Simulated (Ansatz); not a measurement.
## Kohn anomalies in Al-Os stack of (111) layers

Wanted: frequencies of Al-Os stack of (111) layers solved wavevector by wavevector at several smearings. The first relaxation steps of the session are not shown, so no cell shown is the starting entry, unless a step says so.

Calculated with Ansatz 0.2.0; DFT LDA, scalar-relativistic, plane waves, PAW.

Report form: the programs' logs are mostly left out.

**1. The cell after earlier relaxation steps**

The cell holds 2 atoms: 1 Al and 1 Os. Cell: a = 2.632 Å, b = 2.632 Å, c = 28.225 Å, α = 90.0°, β = 90.0°, γ = 120.0°. Vacuum lies along c.

**2. Relaxing tightly for phonons**

Residual forces and stress shift phonon frequencies, so the cell is relaxed again, with tight thresholds and the mesh and smearing of this input. Earlier relaxation steps are not shown.

The input, input.yaml:

```yaml
crystal:
  lattice:
    - [2.6317293821, 0.0, 0.0]
    - [-1.3158646911, 2.2791445008, 0.0]
    - [0.0, 0.0, 28.2245350189]
  atoms:
    - { symbol: Al, position: [0.0, 0.0, 0.1962858836] }
    - { symbol: Os, position: [0.3333333333, 0.6666666667, 0.271827054] }
  periodic: [true, true, false]
kpoints:
  mp_grid: { grid: [12, 12, 1] }
hamiltonian:
  xc: lda
scf:
  occupations: { method: methfessel_paxton, width: 0.2 }
output:
  forces: true
  stress: true
  eigenvalues: true
  write_density: true
  write_potential: true
  elf: true
  volumetric_format: npy
relax:
  adjacent_minimum: "off"
  f_tol: 0.001
  max_steps: 60
  cell: { stress_2d_tol: 0.002 }
```

Command:

```console
$ ansatz run input.yaml --threads 4 --pin off --max-ram 8192MiB --backend cpu --events-out ev --progress --plain --runs-dir out
```

Wall time 10 s (4 threads of Arm Neoverse V2, shared host); peak memory 0.46 GiB.

Little changed from the start: no atom moved by 0.005 Å and no cell edge by 0.1 %.

Numbers from this step:

| Property | Result |
| --- | --- |
| metallic on mesh | yes |
| gap on the k-mesh | 0 eV |

ELF in the ca plane at fractional y = 0.667, with atoms of Os within 0.2 Å of it. It is the smooth field of the valence electrons, not physical close to the nuclei.

Ten even steps from '0' (0.00) to '9' (0.75), each cell a mean:
```
00000000013689854554444443210000000000000000
00000000013689854554444543210000000000000000
00000000013589976654455433210000000000000000
00000000012478887755888532110000000000000000
00000000002467877757868742110000000000000000
00000000002467877757858742110000000000000000
00000000012478877755888532110000000000000000
00000000013589976654565332210000000000000000
```
Columns run along c (16.0 Å, from fractional 0.00 to 0.57 of the cell), rows up along a (2.6 Å). Atoms in or near the plane, at fractional coordinates: Os at (0.27, 0.33).

Valence density in the ca plane at fractional y = 0.667, with atoms of Os within 0.2 Å of it. It is the smooth field of the valence electrons, not physical close to the nuclei.

Ten steps, logarithmic in the rise over the least value, from '0' (0.0 e/Å³) to '9' (7.9 e/Å³), each cell a mean:
```
00000000000112222333444321000000000000000000
00000000000112222333444321000000000000000000
00000000000112233334666421000000000000000000
00000000000112233346898631000000000000000000
00000000000012233357999742000000000000000000
00000000000012233357999742000000000000000000
00000000000112233346898631000000000000000000
00000000000112233334676421000000000000000000
```
Columns run along c (16.0 Å, from fractional 0.00 to 0.57 of the cell), rows up along a (2.6 Å). Atoms in or near the plane, at fractional coordinates: Os at (0.27, 0.33).

Electrostatic potential energy in the ca plane at fractional y = 0.667, with atoms of Os within 0.2 Å of it. With pseudopotentials it is smooth inside the atoms' cores, unlike the true potential.

Ten even steps from '0' (-49 eV) to '9' (1 eV), each cell a mean:
```
99999999999987656788777899999999999999999999
99999999999987656788777899999999999999999999
99999999999998766887434789999999999999999999
99999999999998878874000489999999999999999999
99999999999999888872000279999999999999999999
99999999999999888872000279999999999999999999
99999999999998878873000379999999999999999999
99999999999998767886424789999999999999999999
```
Columns run along c (16.0 Å, from fractional 0.00 to 0.57 of the cell; values clipped at the 3rd and 97th percentile), rows up along a (2.6 Å). Atoms in or near the plane, at fractional coordinates: Os at (0.27, 0.33).

**3. Phonons along a line: Fermi–Dirac smearing of 0.1 eV**

Each wavevector is solved by itself, so no interpolation smooths a dip of the branch.

The input, input.yaml:

```yaml
crystal:
  lattice:
    - [2.6327948555, 0.0, 0.0]
    - [-1.3163974278, 2.2800672278, 0.0]
    - [0.0, 0.0, 28.2245350189]
  atoms:
    - { symbol: Al, position: [0.0, 0.0, 0.1963620342] }
    - { symbol: Os, position: [0.3333333333, 0.6666666667, 0.2717509034] }
  periodic: [true, true, false]
kpoints:
  mp_grid: { grid: [24, 24, 1] }
hamiltonian:
  xc: lda
scf:
  occupations: { method: fermi_dirac, width: 0.1 }
output:
  eigenvalues: true
phonons:
  method: dfpt
  qpoints:
    - [0, 0, 0]
    - [0.041666667, 0.0, 0.0]
    - [0.125, 0.0, 0.0]
    - [0.208333333, 0.0, 0.0]
    - [0.291666667, 0.0, 0.0]
    - [0.375, 0.0, 0.0]
    - [0.458333333, 0.0, 0.0]
```

Elapsed: 11 min, on 4 threads; peak memory 2.6 GiB.

Each wavevector solved by linear response. The frequency by |q| along the line:

```
|q| along the line (Å⁻¹)  mode 1 (cm⁻¹)  mode 2 (cm⁻¹)  mode 3 (cm⁻¹)  mode 4 (cm⁻¹)  mode 5 (cm⁻¹)  mode 6 (cm⁻¹)
                   0.000              0              0              0            105            105            273
                   0.115           3.61           16.1           33.0            109            118            272
                   0.344           20.3           49.6           87.4            135            190            268
                   0.574           36.6           81.9            131            173            253            281
                   0.804           55.0            102            161            210            251            348
                   1.033           71.3            104            170            237            237            404
                   1.263           85.3            103            169            226            252            433
```

**4. Phonons along a line: Fermi–Dirac smearing of 0.25 eV**

The smearing blurs the Fermi surface that screens the phonons; a Fermi–Dirac width is an electronic temperature.

input.yaml, as its differences from that of step 3:

```diff
@@ -14,3 +14,3 @@
 scf:
-  occupations: { method: fermi_dirac, width: 0.1 }
+  occupations: { method: fermi_dirac, width: 0.25 }
 output:
```

Wider smearing eases the sum over k-points of a metal but moves the result away from its zero-temperature value.

Wall time 12 min (4 threads); peak memory 2.8 GiB.

Each wavevector solved by linear response. Table of frequency by |q| along the line:

| \|q\| along the line (Å⁻¹) | mode 1 (cm⁻¹) | mode 2 (cm⁻¹) | mode 3 (cm⁻¹) | mode 4 (cm⁻¹) | mode 5 (cm⁻¹) | mode 6 (cm⁻¹) |
| --- | --- | --- | --- | --- | --- | --- |
| 0.000 | 0 | 0 | 0 | 106 | 106 | 273 |
| 0.115 | 2.96 | 18.2 | 34.2 | 110 | 119 | 273 |
| 0.344 | 20.6 | 52.0 | 90.9 | 136 | 190 | 271 |
| 0.574 | 39.5 | 80.9 | 134 | 174 | 255 | 283 |
| 0.804 | 57.5 | 99.9 | 161 | 210 | 253 | 348 |
| 1.033 | 75.8 | 104 | 171 | 238 | 240 | 401 |
| 1.263 | 88.4 | 103 | 173 | 230 | 253 | 430 |

Against step 3 (now smearing width 0.25 eV), the free energy moves by -71.3 meV an atom.

**5. The lowest branch at each setting**

Lowest frequency against |q| along the line:

```csv
|q| along the line (Å⁻¹),"fermi dirac 0.1 eV, k 24x24x1 (cm⁻¹)","fermi dirac 0.25 eV, k 24x24x1 (cm⁻¹)"
0.000,0,0
0.115,3.61,2.96
0.344,20.3,20.6
0.574,36.6,39.5
0.804,55.0,57.5
1.033,71.3,75.8
1.263,85.3,88.4
```

**6. Results**

* phonon run of the rows without a label of their own: LDA, k 24×24×1
* lowest branch at the last solved point, Fermi–Dirac 0.1 eV: 85.3 cm⁻¹ at |q| = 1.26 Å⁻¹
* lowest branch at the last solved point, Fermi–Dirac 0.25 eV: 88.4 cm⁻¹ at |q| = 1.26 Å⁻¹

No branch softens by more than 4 % of the top frequency as the smearing narrows, so no anomaly that hangs on the smearing shows at these points. The line holds 7 wavevectors, so a narrow dip between them would be missed. Between Fermi–Dirac 0.25 eV and Fermi–Dirac 0.1 eV the largest change, with modes counted by rank of frequency, is in mode 3 at |q| = 1.26 Å⁻¹, from 173 to 169 cm⁻¹; the branches hardly feel the smearing. Where branches cross, a count by rank can hide a softening. At the narrowest width the k mesh may not resolve the Fermi surface, so part of the change can be mesh noise. Spin–orbit coupling, left out here, matters for Os. The structure was built by hand as an ordered model, and its stability against other phases was not tested.

[Logs are printed without paths, hosts, clocks, repeated set-up lines and the standing remarks that a program may print on its own settings, such as how far it seeks lower states.]

[Hosts, paths, dates, database ids (printed as entryN), source tags and the programs' standing remarks are cut or masked in the printed files.]
